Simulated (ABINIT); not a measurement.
Computed results, one entry a study.

```xyz
9
Lattice="0.000 3.708 3.708 3.708 0.000 3.708 3.708 3.708 0.000" Properties=species:S:1:pos:R:3 pbc="T T T" subject="How the form of the self-energy moves the gap of Sr2FeH6 (Fm-3m)" method="RPA screening on LDA, plane waves, norm-conserving pseudopotentials (and 4 further levels or steps)" program="ABINIT 10.8.3" settings="cutoff 39 Ha, PseudoDojo scalar-relativistic 0.4.1 standard, norm-conserving, ngkpt (2, 2, 2), nband 88, ecuteps 4.2 Ha, gwcalctyp 2, nfreqre 16, nfreqim 8, inclvkb 2, freqremax 40 eV, spmeth 1, nomegasf 120, shiftk (0, 0, 0), symchi 1, awtr 1, frequency cd, 2×2×2 k-mesh" cost="9 runs, 2.3 min in all on 4 MPI ranks of Arm Neoverse V1, shared host" notes="This run has no spin polarisation, although Fe can carry a moment. The program’s warnings: Min real frequency set to default [Ha] = and nproc spkpt=  >= nkpt= * nsppol=. The cell and positions are those that the Materials Project relaxed with its own functionals (PBE, PBE+U or r2SCAN), kept fixed. Limits: no spin polarisation; d states lean on the start; no spin-orbit coupling. Static COHSEX lies above G0W0: it lacks the factor Z and overstates the Coulomb hole of the filled states. The 2×2×2 mesh is coarse for this cell, which bears on the long-range parts of exchange and screening. The runs have no spin polarisation. For a closed low-spin shell that is the natural state; where a d or f shell is open it is a constraint, and the gap is then not the crystal’s own." g0w0_godby_needs_plasmon_pole="2.056 eV" g0w0_von_der_linden_horsch_plasmon_pole="2.135 eV" g0w0_hybertsen_louie_plasmon_pole="2.739 eV" one_shot_cohsex="2.763 eV" one_shot_hartree_fock="11.621 eV" g0w0_contour_deformation="2.025 eV" known_limits="short of the basis limit; no spin polarisation; d states lean on the start; no spin-orbit coupling; coarse k mesh"
Sr    5.561    5.561    5.561
Sr    1.854    1.854    1.854
Fe    0.000    0.000    0.000
H     3.708    3.708    5.802
H     3.708    1.613    3.708
H     1.613    3.708    3.708
H     3.708    3.708    1.613
H     3.708    5.802    3.708
H     5.802    3.708    3.708
```

[Long decimals in the printed logs are rounded to 6 places.]

[Logs are printed without paths, hosts, clocks, repeated set-up lines and the standing remarks that a program may print on its own settings, such as how far it seeks lower states.]

[Paths, hosts, dates, memory and timing lines, banners, echoed tables and standing remarks are left out of the program output; an Ansatz launch command may be rebuilt from the run's recorded settings. Measured values are a selection of at most five: reports struck by readers or far from the other reports are left out. None is set beside runs whose start may be inverted or whose files or cutoffs have a known fault.]

[Runs of the session that timed out or met a known fault of the program may be left out.]

[Hosts, paths, dates, database ids (printed as entryN), source tags and the programs' standing remarks are cut or masked in the printed files.]

[G0W0 gaps are taken among the corrected bands and points alone; a level outside them can change the order at an edge.]

[Where Ansatz stands beside ABINIT at settings called matched, ABINIT's density can come from a denser mesh and the files from another edition; pairs whose starting gaps differed by over 0.03 eV were left out, so agreement reads better than it is.]
